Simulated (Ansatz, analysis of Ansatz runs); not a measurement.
# B-H pair in alpha-quartz: local vibrational mode against experiment

Subject: B-H pair in alpha-quartz. Wanted: its local vibrational mode, in one set-up (HSE06, 72-site cell, PBE lattice, 420 eV, k: the zone centre alone, relaxed with the hybrid, anharmonic cut along the mode). The model is a cell of 72 host atoms with B put on another atom's site and H put in between. The frequencies come from force constants among the defect atom and its neighbours, with the masses of the isotopes named. Exact exchange opens the gap, stiffens bonds and lessens the self-interaction error, at many times the cost.

**The experiment.** O-H stretch, 1H: 3595 cm⁻¹ at 300 K, by diffuse reflectance FTIR with peak fitting (“Structural evolution of water and hydroxyl groups during thermal, mechanical and chemical treatment of high purity natural quartz”, 2020, pmc:9055915).

Main program and level: Ansatz 0.2.0; plane-wave PAW DFT, HSE06; relaxation of all atoms of a defect supercell.

## (1) The starting structure

The cell holds 73 atoms: 23 Si, 48 O, 1 B and 1 H. Cell: a = 10.037 Å, b = 10.037 Å, c = 11.018 Å, α = 90.0°, β = 90.0°, γ = 120.0°. It derives from SiO2 (space group P3_221). Nearest the centre at fractional (0.246, 0.226, 0.471): H73 at 0.43 Å, B12 at 0.89 Å, O4 at 1.43 Å, O9 at 1.81 Å, O16 at 1.82 Å, O15 at 1.84 Å, Si1 at 2.70 Å, Si19 at 3.17 Å.

The host's primitive cell comes from a first run (plane-wave PAW DFT, PBE; relaxation of the host's cell and atoms): vectors of 5.018, 5.018 and 5.509 Å. That is 13.35 Å³ an atom, 6.1 % over the diffraction cell's volume. The supercell is built on it.

## (2) Relaxation, charge 0

Every later number rests on the structure around the defect, so the atoms are relaxed at the host's lattice first.

relax/input.yaml

```yaml
relax:
  f_tol: 0.01
  max_steps: 80
  random_displacement: { amplitude: 0.02, seed: 944 }
crystal:
  lattice:
    - [10.03667685, 0.0, 0.0]
    - [-5.01833842, 8.69201712, 0.0]
    - [0.0, 0.0, 11.01794798]
  atoms:
    - { symbol: Si, position: [0.238184539, 0.0, 0.333333333] }
    - { symbol: Si, position: [0.0, 0.238184539, 0.166666667] }
    - { symbol: Si, position: [0.261815461, 0.261815461, 0.0] }
    - { symbol: O, position: [0.198334715, 0.10811067, 0.38082311] }
    - { symbol: O, position: [0.37193999, 0.079143431, 0.230475271] }
    - { symbol: O, position: [0.420856569, 0.292796559, 0.063808605] }
    - { symbol: O, position: [0.12806001, 0.207203441, 0.102858062] }
    - { symbol: O, position: [0.079143431, 0.37193999, 0.269524729] }
    - { symbol: O, position: [0.292796559, 0.420856569, 0.436191395] }
    - { symbol: Si, position: [0.238184539, 0.0, 0.833333333] }
    - { symbol: Si, position: [0.0, 0.238184539, 0.666666667] }
    - { symbol: B, position: [0.277776024, 0.297721971, 0.52937026] }
    - { symbol: O, position: [0.207203441, 0.12806001, 0.897141938] }
    - { symbol: O, position: [0.37193999, 0.079143431, 0.730475271] }
    - { symbol: O, position: [0.420856569, 0.292796559, 0.563808605] }
    - { symbol: O, position: [0.12806001, 0.207203441, 0.602858062] }
    - { symbol: O, position: [0.079143431, 0.37193999, 0.769524729] }
    - { symbol: O, position: [0.292796559, 0.420856569, 0.936191395] }
    - { symbol: Si, position: [0.238184539, 0.5, 0.333333333] }
    - { symbol: Si, position: [0.0, 0.738184539, 0.166666667] }
    - { symbol: Si, position: [0.261815461, 0.761815461, 0.0] }
    - { symbol: O, position: [0.207203441, 0.62806001, 0.397141938] }
    - { symbol: O, position: [0.37193999, 0.579143431, 0.230475271] }
    - { symbol: O, position: [0.420856569, 0.792796559, 0.063808605] }
    - { symbol: O, position: [0.12806001, 0.707203441, 0.102858062] }
    - { symbol: O, position: [0.079143431, 0.87193999, 0.269524729] }
    - { symbol: O, position: [0.292796559, 0.920856569, 0.436191395] }
    - { symbol: Si, position: [0.238184539, 0.5, 0.833333333] }
    - { symbol: Si, position: [0.0, 0.738184539, 0.666666667] }
    - { symbol: Si, position: [0.261815461, 0.761815461, 0.5] }
    - { symbol: O, position: [0.207203441, 0.62806001, 0.897141938] }
    - { symbol: O, position: [0.37193999, 0.579143431, 0.730475271] }
    - { symbol: O, position: [0.420856569, 0.792796559, 0.563808605] }
    - { symbol: O, position: [0.12806001, 0.707203441, 0.602858062] }
    - { symbol: O, position: [0.079143431, 0.87193999, 0.769524729] }
    - { symbol: O, position: [0.292796559, 0.920856569, 0.936191395] }
    - { symbol: Si, position: [0.738184539, 0.0, 0.333333333] }
    - { symbol: Si, position: [0.5, 0.238184539, 0.166666667] }
    - { symbol: Si, position: [0.761815461, 0.261815461, 0.0] }
    - { symbol: O, position: [0.707203441, 0.12806001, 0.397141938] }
    - { symbol: O, position: [0.87193999, 0.079143431, 0.230475271] }
    - { symbol: O, position: [0.920856569, 0.292796559, 0.063808605] }
    - { symbol: O, position: [0.62806001, 0.207203441, 0.102858062] }
    - { symbol: O, position: [0.579143431, 0.37193999, 0.269524729] }
    - { symbol: O, position: [0.792796559, 0.420856569, 0.436191395] }
    - { symbol: Si, position: [0.738184539, 0.0, 0.833333333] }
    - { symbol: Si, position: [0.5, 0.238184539, 0.666666667] }
    - { symbol: Si, position: [0.761815461, 0.261815461, 0.5] }
    - { symbol: O, position: [0.707203441, 0.12806001, 0.897141938] }
    - { symbol: O, position: [0.87193999, 0.079143431, 0.730475271] }
    - { symbol: O, position: [0.920856569, 0.292796559, 0.563808605] }
    - { symbol: O, position: [0.62806001, 0.207203441, 0.602858062] }
    - { symbol: O, position: [0.579143431, 0.37193999, 0.769524729] }
    - { symbol: O, position: [0.792796559, 0.420856569, 0.936191395] }
    - { symbol: Si, position: [0.738184539, 0.5, 0.333333333] }
    - { symbol: Si, position: [0.5, 0.738184539, 0.166666667] }
    - { symbol: Si, position: [0.761815461, 0.761815461, 0.0] }
    - { symbol: O, position: [0.707203441, 0.62806001, 0.397141938] }
    - { symbol: O, position: [0.87193999, 0.579143431, 0.230475271] }
    - { symbol: O, position: [0.920856569, 0.792796559, 0.063808605] }
    - { symbol: O, position: [0.62806001, 0.707203441, 0.102858062] }
    - { symbol: O, position: [0.579143431, 0.87193999, 0.269524729] }
    - { symbol: O, position: [0.792796559, 0.920856569, 0.436191395] }
    - { symbol: Si, position: [0.738184539, 0.5, 0.833333333] }
    - { symbol: Si, position: [0.5, 0.738184539, 0.666666667] }
    - { symbol: Si, position: [0.761815461, 0.761815461, 0.5] }
    - { symbol: O, position: [0.707203441, 0.62806001, 0.897141938] }
    - { symbol: O, position: [0.87193999, 0.579143431, 0.730475271] }
    - { symbol: O, position: [0.920856569, 0.792796559, 0.563808605] }
    - { symbol: O, position: [0.62806001, 0.707203441, 0.602858062] }
    - { symbol: O, position: [0.579143431, 0.87193999, 0.769524729] }
    - { symbol: O, position: [0.792796559, 0.920856569, 0.936191395] }
    - { symbol: H, position: [0.233984441, 0.18832701, 0.446334938] }
basis:
  ecutwfc: 420
  xc_grid: 2
hamiltonian:
  xc: hse06
kpoints:
  mp_grid: { grid: [1, 1, 1] }
scf:
  occupations: { method: fermi_dirac, width: 0.01 }
  max_iter: 120
output:
  forces: true
checkpoint:
  write: "../relax.run"
  compress: false
  write_wavefunctions: true
  write_every: 100000
```

Started as:

```
> ansatz run input.yaml --threads 4 --pin off --max-ram 7536MiB --backend cpu --events-out ev --progress --plain --runs-dir out
```

Numbers of over 12 decimals in the logs are rounded to 6 here.

The log of the run:

```text
[... repeated set-up lines and file paths are left out, and long positions are rounded to six places ...]
exact exchange: scf.exx.singularity resolves to wigner_seitz, which cuts the screened interaction at the faces of the exchange supercell's Wigner-Seitz cell, so that each pair interacts once, at the shortest of its separations (the periodic images that this [...]
Engine: ansatz 0.2.0, aarch64-unknown-linux-gnu
Pseudopotentials: kind: paw
Pseudopotential: Si, paw, valence charge 4, recommended cutoff 420 eV (normal), Si.paw.azcp
Pseudopotential: O, paw, valence charge 6, recommended cutoff 420 eV (normal), O.paw.azcp
Pseudopotential: B, paw, valence charge 3, recommended cutoff 420 eV (normal), B.paw.azcp
Pseudopotential: H, paw, valence charge 1, recommended cutoff 420 eV (normal), H.paw.azcp
Functional definition: HSE06
  parameter a = 0.25
  parameter omega = 0.11/bohr
  exchange = pbe_x - a*pbe_x_sr(omega) + a*exact_x_sr(omega)
  correlation = pbe_c
Crystal: 73 atoms, lattice volume = 961.194 Å³
Basis set: ecut = 420 eV, 18781 PW (Γ), exchange–correlation on 144×144×150 points (8 copies of the dense FFT grid, shifted against one another)
Bands: 265, of which v1, the nominal top of the filled ones, is band 192 counted from 1 (191 counted from 0)
Symmetry: 1 space group operations
k-points: 1
Non-local potential: Si, projectors of the file, l = 0: 2, l = 1: 2, l = 2: 2
Non-local potential: O, projectors of the file, l = 0: 2, l = 1: 2, l = 2: 1
Non-local potential: B, projectors of the file, l = 0: 2, l = 1: 2, l = 2: 1
Non-local potential: H, projectors of the file, l = 0: 2, l = 1: 1
PAW form: soft (Blöchl's): semilocal exchange-correlation on the pseudo side does not see the compensation charge
PAW frozen core: Si, regenerated for the run's functional, and the local potential with it (the file was generated under x = pbe(κ = 0.804, μ = 0.219515), c = pbe(β = 0.066725))
PAW frozen core: O, regenerated for the run's functional, and the local potential with it (the file was generated under x = pbe(κ = 0.804, μ = 0.219515), c = pbe(β = 0.066725))
PAW frozen core: B, regenerated for the run's functional, and the local potential with it (the file was generated under x = pbe(κ = 0.804, μ = 0.219515), c = pbe(β = 0.066725))
PAW one-centre angular grid: Si, 110 points (default); XC on 64 Gauss nodes
PAW one-centre angular grid: O, 110 points (default); XC on 96 Gauss nodes
PAW one-centre angular grid: B, 110 points (default); XC on 64 Gauss nodes
PAW one-centre angular grid: H, 110 points (default); XC on 64 Gauss nodes
Initial density: superposition of atomic densities (neutral atoms: chi_scale 0, normalization atom), corrected by the library's trained network
Initial wavefunctions: pseudopotential atomic-orbital guess
Functional: x = pbe(κ = 0.804, μ = 0.219515), c = pbe(β = 0.066725), warm-up for x = pbe(κ = 0.804, μ = 0.219515) + 0.25 (exact − pbe) at short range (hse, ω = 0.207870 Å⁻¹), c = pbe(β = 0.066725); [...]
SCF iter   1: F=—  HF=-42107.634433 eV  |F-HF|=—  |Δ(HF+E_count)|=         —  Δρ=3.60e-3  dr2=1.82e-1  ethr=1.77e-3  ⟨swp⟩=14.0  Hψ=1548  notcnv=0
preconditioner: auto → none  [insulator: Δε(μ)=4.114 eV  Ē_g=16.592 eV  σ=0.010 eV  W_gap=1.00  n_scr=212 (ndim 8)  ℏωp=23.5 eV  f_vac=0.151  D(μ)=0.00/eV (n_scr^D=0)]
SCF iter   2: F=—  HF=-42107.599887 eV  |F-HF|=—  |Δ(HF+E_count)|=   3.45e-2  Δρ=2.57e-3  dr2=3.61e-2  ethr=4.75e-5  ⟨swp⟩=17.0  Hψ=978  notcnv=0  defer=2
SCF iter   3: F=—  HF=-42107.594030 eV  |F-HF|=—  |Δ(HF+E_count)|=   5.86e-3  Δρ=9.57e-4  dr2=3.96e-3  ethr=9.40e-6  ⟨swp⟩=7.0  Hψ=771  notcnv=0  defer=2
SCF iter   4: F=—  HF=-42107.595439 eV  |F-HF|=—  |Δ(HF+E_count)|=   1.41e-3  Δρ=4.34e-4  dr2=1.32e-3  ethr=1.03e-6  ⟨swp⟩=10.0  Hψ=713  notcnv=0  defer=2
iter 5 solved again at ethr=1.96e-8 eV; its pass at ethr=3.43e-7 eV (dr2=7.53e-5 eV) is discarded
SCF iter   5: F=—  HF=-42107.594614 eV  |F-HF|=—  |Δ(HF+E_count)|=   8.25e-4  Δρ=1.18e-4  dr2=7.60e-5  ethr=1.96e-8  ⟨swp⟩=3.0  Hψ=1053  notcnv=0  defer=2
SCF iter   6: F=—  HF=-42107.594630 eV  |F-HF|=—  |Δ(HF+E_count)|=   1.61e-5  Δρ=4.74e-5  dr2=1.10e-5  ethr=1.96e-8  ⟨swp⟩=4.0  Hψ=538  notcnv=0  defer=2
SCF iter   7: F=—  HF=-42107.594634 eV  |F-HF|=—  |Δ(HF+E_count)|=   3.92e-6  Δρ=1.69e-5  dr2=1.40e-6  ethr=2.86e-9  ⟨swp⟩=4.0  Hψ=561  notcnv=0  defer=2
SCF iter   8: F=—  HF=-42107.594635 eV  |F-HF|=—  |Δ(HF+E_count)|=   7.68e-7  Δρ=5.26e-6  dr2=1.48e-7  ethr=3.64e-10  ⟨swp⟩=4.0  Hψ=554  notcnv=0  defer=2
SCF iter   9: F=-42107.594635 eV  HF=-42107.594635 eV  |F-HF|=7.95e-9  |Δ(HF+E_count)|=   6.24e-8  Δρ=2.02e-6  dr2=1.73e-8  ethr=3.87e-11  ⟨swp⟩=4.0  Hψ=575  notcnv=0  defer=2
SCF 1 converged in 9 iterations: F = -42107.594635 eV  dr2 = 1.73e-8
  greatest PAW one-centre occupation: 0.879 electrons in one spin orbital (limit 2), on the O atom at site 3 (counted from 0), in its partial waves of l = 0
Initial density: handed on by an earlier stage of this run
Initial wavefunctions: those handed on with the density
Functional: x = pbe(κ = 0.804, μ = 0.219515) + 0.25 (exact − pbe) at short range (hse, ω = 0.207870 Å⁻¹), c = pbe(β = 0.066725); HSE06 as pw.x's `hse` composes it (authors' and Libxc's form: `xc: wpbeh`)
[...]
relax step   9: F+E_penalty+E_count = -42119.80488007 eV  Δ(F+E_penalty+E_count) = -6.092e-2 eV  max|allowed force component| = 1.924e0 eV/Å  Δτ_max = 0.1964 Å  (10 SCF iters, dr2 threshold 1.00e-4 eV, accepted)
relax step  10: F+E_penalty+E_count = -42119.91401241 eV  Δ(F+E_penalty+E_count) = -1.091e-1 eV  max|allowed force component| = 7.623e-1 eV/Å  Δτ_max = 0.2000 Å  (10 SCF iters, dr2 threshold 1.00e-4 eV, accepted)
relax step  11: F+E_penalty+E_count = -42119.99495629 eV  Δ(F+E_penalty+E_count) = -8.094e-2 eV  max|allowed force component| = 4.837e-1 eV/Å  Δτ_max = 0.2000 Å  (10 SCF iters, dr2 threshold 9.12e-5 eV, accepted)
relax step  12: F+E_penalty+E_count = -42120.03400859 eV  Δ(F+E_penalty+E_count) = -3.905e-2 eV  max|allowed force component| = 3.747e-1 eV/Å  Δτ_max = 0.2000 Å  (10 SCF iters, dr2 threshold 3.67e-5 eV, accepted)
relax step  13: F+E_penalty+E_count = -42120.03546358 eV  Δ(F+E_penalty+E_count) = -1.455e-3 eV  max|allowed force component| = 9.118e-1 eV/Å  Δτ_max = 0.2000 Å  (10 SCF iters, dr2 threshold 5.65e-5 eV, accepted)
relax step  14: F+E_penalty+E_count = -42120.07478433 eV  Δ(F+E_penalty+E_count) = -3.932e-2 eV  max|allowed force component| = 1.754e-1 eV/Å  Δτ_max = 0.1852 Å  (10 SCF iters, dr2 threshold 1.00e-4 eV, accepted)
relax step  15: F+E_penalty+E_count = -42120.08031932 eV  Δ(F+E_penalty+E_count) = -5.535e-3 eV  max|allowed force component| = 1.242e-1 eV/Å  Δτ_max = 0.0791 Å  (12 SCF iters, dr2 threshold 1.92e-6 eV, accepted)
relax step  16: F+E_penalty+E_count = -42120.08099023 eV  Δ(F+E_penalty+E_count) = -6.709e-4 eV  max|allowed force component| = 3.332e-1 eV/Å  Δτ_max = 0.0782 Å  (11 SCF iters, dr2 threshold 9.64e-7 eV, accepted)
relax step  17: F+E_penalty+E_count = -42120.08343122 eV  Δ(F+E_penalty+E_count) = -2.441e-3 eV  max|allowed force component| = 2.564e-2 eV/Å  Δτ_max = 0.0201 Å  (10 SCF iters, dr2 threshold 5.56e-5 eV, accepted)
relax step  18: F+E_penalty+E_count = -42120.08343133 eV  Δ(F+E_penalty+E_count) = -1.144e-7 eV  max|allowed force component| = 2.555e-2 eV/Å  Δτ_max = 0.0000 Å  (5 SCF iters, accepted)
relax step  19: F+E_penalty+E_count = -42120.08330202 eV  Δ(F+E_penalty+E_count) = +1.293e-4 eV  max|allowed force component| = 3.497e-2 eV/Å  Δτ_max = 0.0219 Å  (13 SCF iters, rejected (line search))
relax step  20: F+E_penalty+E_count = -42120.08370542 eV  Δ(F+E_penalty+E_count) = -2.741e-4 eV  max|allowed force component| = 1.354e-2 eV/Å  Δτ_max = 0.0106 Å  (11 SCF iters, accepted)
[...]
relax step  21: F+E_penalty+E_count = -42120.08375595 eV  Δ(F+E_penalty+E_count) = -5.053e-5 eV  max|allowed force component| = 3.746e-3 eV/Å  Δτ_max = 0.0035 Å  (11 SCF iters, accepted)
hybrid SCF converged: 2 outer / 11 inner (+0 warm-up), last move |dexx| = 1.57e-7 eV, tail = 2.12e-9 eV
Stability not checked: this state was not tested for a lower state beside it, because the functional holds exact exchange (a hybrid, or Hartree-Fock), whose exchange loop this test does not read (fock_operator; see scf.lower_state_search)
Free energy (F): -42120.083756 eV
Harris-Foulkes:  -42120.083756 eV  (|F-HF|=1.75e-10)
Internal energy: -42120.083756 eV  (E = F + TS)
E sigma→0 (E₀):  -42120.083756 eV
Fermi energy:    4.474839 eV
--- Per-component energies (eV) ---
  E_band       = -2588.660947
  E_kinetic    = 9729.813818
  E_local      = -24963.271940  (includes V_loc(G=0)·N_el)
  E_nonlocal   = 2807.771817
  E_hartree    = 9052.594037
  E_xc         = -3928.575848
  E_vxc        = -4539.486998  (∫ρ·V_xc dr)
  E_exx        = -1107.099931  (= α·E_x^exact, valence–valence)
  E_paw        = -19381.224094  (= ΣΔE_a)
  E_vpaw       = -1514.599048  (= ΣTr[D̂ρ^β])
  E_aug_tail   = 0.123164  (compensation charges beyond the density's cutoff)
  E_ewald      = -14327.562873
  E_core_change = -2.651906  (= ΣΔE_core)
  E_smearing   = -0.000000  (= −TS)
  E_closure    = 0.000000  (closes the sum)
  Σ components = -42120.083756   (vs F -42120.083756, Δ=7.28e-12)
--- Forces (eV/Å), atoms counted from 1 ---
  atom   1  Si     0.00101225    -0.00169992    -0.00048047
  atom   2  Si    -0.00049826     0.00033676     0.00012600
  [... 1 atom left out ...]
  atom   4  O     -0.00143660    -0.00252616    -0.00075091
  [... 4 atoms left out ...]
  atom   9  O     -0.00066690     0.00084779    -0.00281827
  [... 1 atom left out ...]
  atom  11  Si     0.00081038    -0.00050912    -0.00170742
  atom  12  B     -0.00276130    -0.00116822     0.00213301
  [... 2 atoms left out ...]
  atom  15  O      0.00374973     0.00107582     0.00082005
  atom  16  O     -0.00058032     0.00033513     0.00140879
  [... 2 atoms left out ...]
  atom  19  Si    -0.00030338     0.00099840     0.00001824
  [... 27 atoms left out ...]
  atom  47  Si     0.00011729     0.00036433     0.00002407
  [... 25 atoms left out ...]
  atom  73  H      0.00109525     0.00096315    -0.00071024
  max |Σ_I F_I| component: 2.99e-4 eV/Å
--- Band table (eV) ---
  k-point 0: bands = ["-20.3329", "-19.9150", "-19.8973", "-19.8640", [... 232 left out ...] "12.9913", "13.0248", "13.0995", "13.1264"]
  guard bands above this table: 25 of the run's 265 bands. The solve was not asked for them (output.publish_guard_bands: true or output.eigenvalues: true publishes all)
--- Relaxed structure (21 steps of the walk, 20 accepted, 0 SCFs on fresh bases) ---
  F+E_penalty+E_count = -42120.08375595 eV   max|allowed force component| = 3.746e-3 eV/Å
  atoms:
    - { symbol: Si, position: [0.233733, -0.013475, 0.329794] }
    - { symbol: Si, position: [0.001701, 0.247478, 0.169031] }
    [... 1 atom left out ...]
    - { symbol: O, position: [0.180391, 0.099678, 0.390411] }
    [... 4 atoms left out ...]
    - { symbol: O, position: [0.300433, 0.417344, 0.443663] }
    [... 1 atom left out ...]
    - { symbol: Si, position: [0.009818, 0.256096, 0.668704] }
    - { symbol: B, position: [0.277241, 0.314940, 0.534236] }
    [... 2 atoms left out ...]
    - { symbol: O, position: [0.400299, 0.302859, 0.572472] }
    - { symbol: O, position: [0.138642, 0.237743, 0.594829] }
    [... 2 atoms left out ...]
    - { symbol: Si, position: [0.246186, 0.496437, 0.342933] }
    [... 27 atoms left out ...]
    - { symbol: Si, position: [0.488859, 0.246516, 0.662481] }
    [... 25 atoms left out ...]
    - { symbol: H, position: [0.074559, 0.050172, 0.415926] }
```

It took 29 min on 4 threads of Arm Neoverse V1, shared host; peak memory 2.4 GiB.

Relaxation path:

```
step  energy less that of the first step (eV)  largest force component (eV/Å)
   1                                   0.0000                          8.6131
   2                                  -3.0976                          3.7589
   3                                  -4.3345                          1.7692
   4                                  -4.7231                          0.6627
   5                                  -4.8395                          0.5598
   6                                  -4.9237                          0.5554
   7                                  -4.9989                          0.4626
   8                                  -5.0695                          1.2113
   9                                  -5.1304                          1.9244
  10                                  -5.2396                          0.7623
  11                                  -5.3205                          0.4837
  12                                  -5.3596                          0.3747
  13                                  -5.3610                          0.9118
  14                                  -5.4003                          0.1754
  15                                  -5.4059                          0.1242
  16                                  -5.4065                          0.3332
  17                                  -5.4090                          0.0256
  18                                  -5.4090                          0.0255
  19                                  -5.4089                          0.0350
  20                                  -5.4093                          0.0135
  21                                  -5.4093                          0.0037
```

Relaxation step 19 was tried and not accepted.

The atoms that moved most (Å, from the sites as typed, ahead of the random displacement):

```
atom      dx      dy      dz  length
 H73  -0.908  -1.201  -0.335   1.542
 O52  -0.241   0.057  -0.174   0.302
 O15  -0.258   0.088   0.095   0.289
 O16  -0.049   0.266  -0.089   0.284
 O50   0.174   0.174   0.126   0.276
 O25  -0.110  -0.089  -0.234   0.273
 O24  -0.136   0.028   0.222   0.262
 O71   0.168   0.149  -0.128   0.259
```

Neighbours of the ideal centre at the end:

```
atom  distance (Å)
 B12         1.047
  O4         1.414
  O9         1.738
 O15         1.746
 O16         1.778
 H73         1.847
 Si1         2.816
Si19         3.056
```

Neighbours of the added atoms: H73: O4 0.96, Si1 2.21, O63 2.26 Å.

This step gave:

| Property | Result |
| --- | --- |
| free energy | -42120.0838 eV |

The relaxation ends 74 meV an atom lower than the displaced start, with a largest force component of 0.0037 eV/Å.

(Part 1 of 2 ends here.)

[Logs are printed without paths, hosts, clocks, repeated set-up lines and the standing remarks that a program may print on its own settings, such as how far it seeks lower states.]

[Hosts, paths, dates, database ids (printed as entryN), source tags and the programs' standing remarks are cut or masked in the printed files.]

[For some hosts the program warned that the k-mesh of the response run may be too coarse for force constants and the static dielectric constant; such warnings are not shown here.]
